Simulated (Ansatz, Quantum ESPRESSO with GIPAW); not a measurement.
# C_Q, η_Q and the second-order shift of 11B in C2H2BF4N

A plane-wave PAW calculation (PBEsol, Ansatz) gives this electric field gradient, in 10²¹ V/m² and Cartesian axes, at one B site of C2H2BF4N (atom 15; BF3N; site symmetry 1):

```
      0.1832       -0.6173        0.1519
     -0.6173        0.2074       -0.1405
      0.1519       -0.1405       -0.3906
```

11B has spin 3/2, Q = 0.04059 barn and |γ|/2π = 13.6630 MHz/T. The cell is the P2_1 form of a database entry, atoms relaxed, static and at 0 K. The PAW files were made for PBE.

**Task.** Find C_Q, η_Q and ν_Q, and the shift and width of the central transition under fast MAS at 14.1 T and 20 T.

1. The tensor is symmetric and traceless. Its eigenvalues, ordered by size, are V_xx = -0.4136, V_yy = -0.4337 and V_zz = 0.8472.

2. η_Q = (V_xx − V_yy)/V_zz = 0.024.

3. C_Q = eQV_zz/h. One unit of 10²¹ V/m² with one barn gives 24.18 MHz, so C_Q = 24.18 × 0.04059 × 0.8472 = 0.832 MHz. A spectrum shows its size, not its sign.

4. ν_Q = 3C_Q/[2I(2I−1)] = 0.416 MHz in size, and P_Q = |C_Q|√(1 + η²/3) = 0.832 MHz.

5. The resonances lie at ν0 = 192.65 and 273.26 MHz, so ν_Q/ν0 is 0.002 at most and second order holds. The centre of gravity moves by δ_Q = −(3/40)(P_Q/ν0)² F × 10⁶ ppm, with F = [I(I+1) − 3/4]/[I²(2I−1)²] = 0.3333: -0.466 ppm at 14.1 T and -0.232 ppm at 20 T.

6. Summing the second-order term over orientations gives a full width of 1.01 ppm (0.19 kHz) and 0.500 ppm (0.14 kHz). In ppm both fall as 1/B²: (14.1/20)² = 0.497. The spinning rate must pass the static width for this shape to show cleanly.

[Banner, clock, file and message-heading lines were taken out of the pw.x and gipaw.x logs.]

[Logs are printed without paths, hosts, clocks, repeated set-up lines and the standing remarks that a program may print on its own settings, such as how far it seeks lower states.]

[Hosts, paths, dates, database ids (printed as entryN), source tags and the programs' standing remarks are cut or masked in the printed files.]
